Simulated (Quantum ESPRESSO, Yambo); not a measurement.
# Quasiparticle gap of PbO (P4/nmm) in Yambo, part 3 of 3

How does a plane-wave GW calculation on PbO (P4/nmm) run from the first input to the gap?

Quantum ESPRESSO 7.5 and Yambo 5.3.0; PBE and many-body steps on it, plane waves. Known limits of the many-body steps: not at the basis limit; no spin-orbit coupling; coarse k mesh.

So far. Step 3 (Bands along the symmetry lines): The gap is 1.139 eV, −0.001 eV from the run before at this level. Step 4 (Empty states on the mesh, 4×4×2 mesh, 359 bands): On this mesh the gap is 1.140 eV.

The database entry behind the starting cell differs from later determinations by our own check (c about 1 % long), so it need not match the best structure at ambient conditions.

### Step 6. Screening and self-energy, 4×4×2 mesh, 359 bands, screening to 244.9 eV

G0W0 replaces the xc potential by the self-energy, built once from these orbitals. Only a window of levels is corrected, while the sums run over the empty bands that the input names.

This step: G0W0 on PBE, plane waves, norm-conserving pseudopotentials.

File gw3.in:

```
HF_and_locXC
gw0
dyson
ppa
em1d
rim_cut
RandQpts= 1000000
RandGvec= 1 RL
EXXRLvcs= 76 Ry
VXCRLvcs= 304 Ry
Chimod= "HARTREE"
% BndsRnXp
 1 | 359 |
%
NGsBlkXp= 18 Ry
% LongDrXp
 1 | 1 | 1 |
%
% GbndRnge
 1 | 359 |
%
DysSolver= "n"
ExtendOut
PPAPntXp= 27.21138 eV
% QPkrange
 1 | 1 | 27 | 30 |
 11 | 11 | 27 | 30 |
%
```

Run with:

```bash
$ OMP_NUM_THREADS=1 mpirun -n 4 yambo -F gw3.in -J gw3 -C gw3 > gw3.log
```

Log:

```text
 Yambo, version 5.3.0

 [02] CORE Variables Setup
 =========================

  [... cell, symmetries and grids as in the set-up ...]

  [02.05] Energies & Occupations
  ==============================

  [X] === General ===
  [X] Electronic Temperature                        :  0.000000  0.000000 [eV K]
  [X] Bosonic    Temperature                        :  0.000000  0.000000 [eV K]
  [X] Finite Temperature mode                       : no
  [X] El. density                                   :  0.70435E+24 [cm-3]
  [X] Fermi Level                                   :  10.49034 [eV]

  [X] === Gaps and Widths ===
  [X] Conduction Band Min                           :  1.140379 [eV]
  [X] Valence Band Max                              :  0.000000 [eV]
  [X] Filled Bands                                  :  28
  [X] Empty Bands                                   :    29   359
  [X] Direct Gap                                    :  2.139783 [eV]
  [X] Direct Gap localized at k                     :  11
  [X] Indirect Gap                                  :  1.140379 [eV]
  [X] Indirect Gap between kpts                     :   1  11
  [X] Last valence band width                       :  1.733881 [eV]
  [X] 1st conduction band width                     :  2.397823 [eV]

 [03] Transferred momenta grid and indexing
 ==========================================

 IBZ Q-points                                      :  12
 BZ  Q-points                                      :   32

 K/Q-points units:
 rlu = crystal or reduced units; cc = cartesian coordinates; iku = interal k-units

 Q [ 1]         [rlu]:  0.000000  0.000000  0.000000
 Q [ 2]         [rlu]:  0.000000  0.000000 -0.500000
 Q [ 3]         [rlu]:  0.000000  0.250000  0.000000
 Q [ 4]         [rlu]:  0.000000  0.250000 -0.500000
 Q [ 5]         [rlu]:  0.000000 -0.500000  0.000000
 Q [ 6]         [rlu]:  0.000000 -0.500000 -0.500000
 Q [ 7]         [rlu]:  0.250000  0.250000  0.000000
 Q [ 8]         [rlu]:  0.250000  0.250000 -0.500000
 Q [ 9]         [rlu]:  0.250000 -0.500000  0.000000
 Q [10]         [rlu]:  0.250000 -0.500000 -0.500000
 Q [11]         [rlu]: -0.500000 -0.500000  0.000000
 Q [12]         [rlu]: -0.500000 -0.500000 -0.500000

 [04] Coloumb potential Random Integration (RIM)
 ===============================================

  [04.01] RIM initialization
  ==========================

  * Diagonal components only detected *

  8 x (sBL volume)        :  0.115581 [a.u.]
  sBZ random points       :  1000000
  Points outside the sBZ  :   7992674
  RL volume               :  0.462322 [a.u.]
  Integrated volume       :  0.462746 [a.u.]

  [04.02] RIM integrals
  =====================

  Gamma point sphere radius             :  0.088358 [a.u.]
  Points outside the sphere             :   799859
  [Int_sBZ(q=0) 1/q^2]*(Vol_sBZ)^(-1/3) =:  7.508321
                                 should be <:  7.795600

  Summary of Coulomb integrals for non-metallic bands |Q|[au] RIM/Bare

  Q [1] 0.100000E-4 0.963149 * Q [3] 0.209906 0.939180
  Q [7] 0.296853 0.985912 * Q [2] 0.327901 1.190425
  Q [4] 0.389333 1.098551 * Q [5] 0.419813 0.988250
  Q [8] 0.442313 1.058096 * Q [9] 0.469365 0.992508
  Q [6] 0.532693 1.023701 * Q [10] 0.572558 1.017510
  Q [11] 0.593705 0.996346 * Q [12] 0.678237 1.008321

 [05] Dipoles
 ============

  [05.01] Setup: observables and procedures
  =========================================

  [WARNING] [x,Vnl] slows the Dipoles computation. To neglect it rename the ns.kb_pp file

 [06] Dynamic Dielectric Matrix (PPA)
 ====================================

 [WR./gw3//ndb.pp]---------------------------------------------------------------
  Brillouin Zone Q/K grids (IBZ/BZ)                :   12   32   12   32
  RL vectors                                       :   7421 [WF]
  Coulomb cutoff potential                         : none
  Electronic Temperature                           :  0.000000 [K]
  Bosonic    Temperature                           :  0.000000 [K]
  PPA    diel. fun.  energies                      : Perdew, Burke & Ernzerhof(X)+Perdew, Burke & Ernzerhof(C)
  wavefunctions                                    : Perdew, Burke & Ernzerhof(X)+Perdew, Burke & Ernzerhof(C)
  Global Gauge                                     : length
  X matrix size                                    :   701
  X band range                                     :     1   359
  X e/h energy range                               : -1.000000 -1.000000 [eV]
  X Time ordering                                  : R
  X Hxc Kernel                                     : HARTREE
  X Drude frequency                                :  0.000000  0.000000
  X poles                                          :  100.0000 [o/o]
  RL vectors in the sum                            :   7421
  [r,Vnl] included                                 : yes
  Field direction                                  :  0.577350E-5  0.577350E-5  0.577350E-5
  BZ energy Double Grid                            : no
  BZ energy DbGd points                            : 0
  BZ Q point size factor                           : -1.000000
  X Optical Averaged directions                    : none

 [07] Local Exchange-Correlation + Non-Local Fock
 ================================================

 [VXC] Plane waves :   48109
 [EXS] Plane waves :   6039

 QP @ state[ 1 ] K range:  1  1
 QP @ state[ 1 ] b range:  27  30
 QP @ state[ 2 ] K range:  11  11
 QP @ state[ 2 ] b range:  27  30

 [xc] Functional : Perdew, Burke & Ernzerhof(X)+Perdew, Burke & Ernzerhof(C)
 [xc] LIBXC used to calculate xc functional
  PP Number of Atomic Species                      :  2
  NLCC RL compoments                               :   48109
  PP Number of Atomic Species                      :  2
  NLCC RL compoments                               :   48109

 [xc] E_xc :  -38.90205 [Ha]
      E_xc :  -77.80409 [Ry]

  Local XC kind (lXC) : Perdew, Burke & Ernzerhof(X)+Perdew, Burke & Ernzerhof(C)
  Non-Local XC kind (nlXC) : Hartree-Fock

  Corrections @ K [1] :  [eV]
 <27|nlXC|27> = -24.38328 -0.25504E-16 <27|lXC|27> = -19.64461 -0.18882E-15
 <28|nlXC|28> = -20.42666  0.12505E-18 <28|lXC|28> = -18.04756  0.18882E-15
 <29|nlXC|29> = -8.474783  0.15666E-17 <29|lXC|29> = -12.42384 -0.18882E-15
 <30|nlXC|30> = -6.816506 -0.10357E-17 <30|lXC|30> = -11.34140  0.000000

  Corrections @ K [11] :  [eV]
 <27|nlXC|27> = -24.98348  0.11082E-16 <27|lXC|27> = -20.40860  0.37763E-15
 <28|nlXC|28> = -24.98344 -0.46368E-17 <28|lXC|28> = -20.40860  0.25962E-15
 <29|nlXC|29> = -6.808484 -0.42786E-17 <29|lXC|29> = -10.08601  0.11801E-16
 <30|nlXC|30> = -6.808486 -0.24535E-17 <30|lXC|30> = -10.08601  0.47204E-16

 [08] Dyson equation: Newton solver
 ==================================

  [08.01] G0W0 (W PPA)
  ====================

  [  GW  ] Bands range     :     1   359
  [GW/PPA] G damping       :  0.100000 [eV]

  QP @ state[ 1 ] K range:  1  1
  QP @ state[ 1 ] b range:  27  30
  QP @ state[ 2 ] K range:  11  11
  QP @ state[ 2 ] b range:  27  30

   Sc/G bands                                       :     1   359
   Sc/G damping                                     :  0.100000 ev
   Sc bands terminator                              : no
   Sx RL components                                 :   6039

   QP @ state[ 1 ] K range                          :  1  1
   QP @ state[ 1 ] b range                          :  27  30
   QP @ state[ 2 ] K range                          :  11  11
   QP @ state[ 2 ] b range                          :  27  30
   GF energies kind                                 : Perdew, Burke & Ernzerhof(X)+Perdew, Burke & Ernzerhof(C)
   GF WF`s kind                                     : Perdew, Burke & Ernzerhof(X)+Perdew, Burke & Ernzerhof(C)
   Xs energies kind                                 : Perdew, Burke & Ernzerhof(X)+Perdew, Burke & Ernzerhof(C)
   Xs WF`s kind                                     : Perdew, Burke & Ernzerhof(X)+Perdew, Burke & Ernzerhof(C)

 [11] Game Over & Game summary
```

Wall time 39 min (4 MPI ranks of Arm Neoverse V1, shared host); peak memory 3.5 GiB; 2.6 h of CPU time.

Numbers from this step:

```yaml
g0w0_gap_on_the_points_computed: 1.357 eV
starting_gap_on_the_mesh: 1.140 eV
k_of_the_valence_top: 0, 0, 0
k_of_the_conduction_bottom: -0.5, -0.5, 0
least_direct_g0w0_gap_on_the_computed_points: 2.253 eV
z_at_the_valence_top: 0.7853
z_at_the_conduction_bottom: 0.8349
```

The gap on the mesh goes from 1.14 eV to 1.36 eV, a correction of +0.22 eV.

Limits: finite bands, cutoff and mesh; no spin-orbit coupling; coarse k mesh. v1 is the top filled band, c1 the lowest empty one. The levels before and after the correction (eV, zero at the valence-band top of each column):

|  | conduction bottom | valence top |
| --- | --- | --- |
| Kohn-Sham | 1.14 | 0.00 |
| G0W0 | 1.36 | 0.00 |

```csv
,level,energy (eV)
Kohn-Sham,Γ v2,-1.604
Kohn-Sham,Γ v1,0.000
Kohn-Sham,Γ c1,2.410
Kohn-Sham,Γ c2,5.517
Kohn-Sham,(-0.5 -0.5 0) v2-v1,-0.999
Kohn-Sham,(-0.5 -0.5 0) c1-c2,1.140
G0W0,Γ v2,-1.606
G0W0,Γ v1,0.000
G0W0,Γ c1,2.900
G0W0,Γ c2,6.029
G0W0,(-0.5 -0.5 0) v2-v1,-0.896
G0W0,(-0.5 -0.5 0) c1-c2,1.357
```

### Step 7. Where the time went

Times are wall times on the hardware named with each run, good to a factor of about two.

```csv
step,time,share,memory (GiB)
ground state,37 s,1 %,0.42
bands along the symmetry lines,17 s,1 %,0.31
empty states on the mesh,1.9 min,5 %,0.98
conversion and set-up,3 s,0 %,0.24
screening and self-energy,39 min,93 %,3.5
```

### Step 8. Summary of results

```json
{
 "PBE gap": "1.14 eV, indirect",
 "G0W0 gap on the mesh": "1.36 eV",
 "GW settings": "4×4×2 mesh, 359 bands, screening to 244.9 eV, Godby-Needs plasmon pole",
 "known limits": "not at the basis limit; no spin-orbit coupling; coarse k mesh"
}
```

G0W0 moves the gap on the mesh from 1.14 eV to 1.36 eV (+0.22 eV), with Z of 0.79 and 0.83 at the edges. Only 2 of the mesh's irreducible points were corrected, so a valley elsewhere could overtake. The dearest step here is «screening and self-energy». Bands and cutoff are finite, so the gap is not at the basis limit. The miss can reach some tenths of an eV and take either sign; the mesh is an error of its own. In the G0W0 run levels were corrected at 2 k points alone, so a gap called «on the mesh» is the least over those, and an edge elsewhere would be missed. The 4×4×2 mesh is coarse for this cell, which bears on the long-range parts of exchange and screening. Where an edge is built on 6p states of lead, bismuth or thallium, scalar-relativistic gaps usually stand too wide, by a few tenths to over one eV. The many-body steps are scalar-relativistic: spin-orbit coupling is not in them.

[Paths, hosts, dates, memory and timing lines, banners, echoed tables and standing remarks are left out of the program output.]

[Logs are printed without paths, hosts, clocks, repeated set-up lines and the standing remarks that a program may print on its own settings, such as how far it seeks lower states.]

[Runs of the session that timed out or met a known fault of the program may be left out.]

[Hosts, paths, dates, database ids (printed as entryN), source tags and the programs' standing remarks are cut or masked in the printed files.]
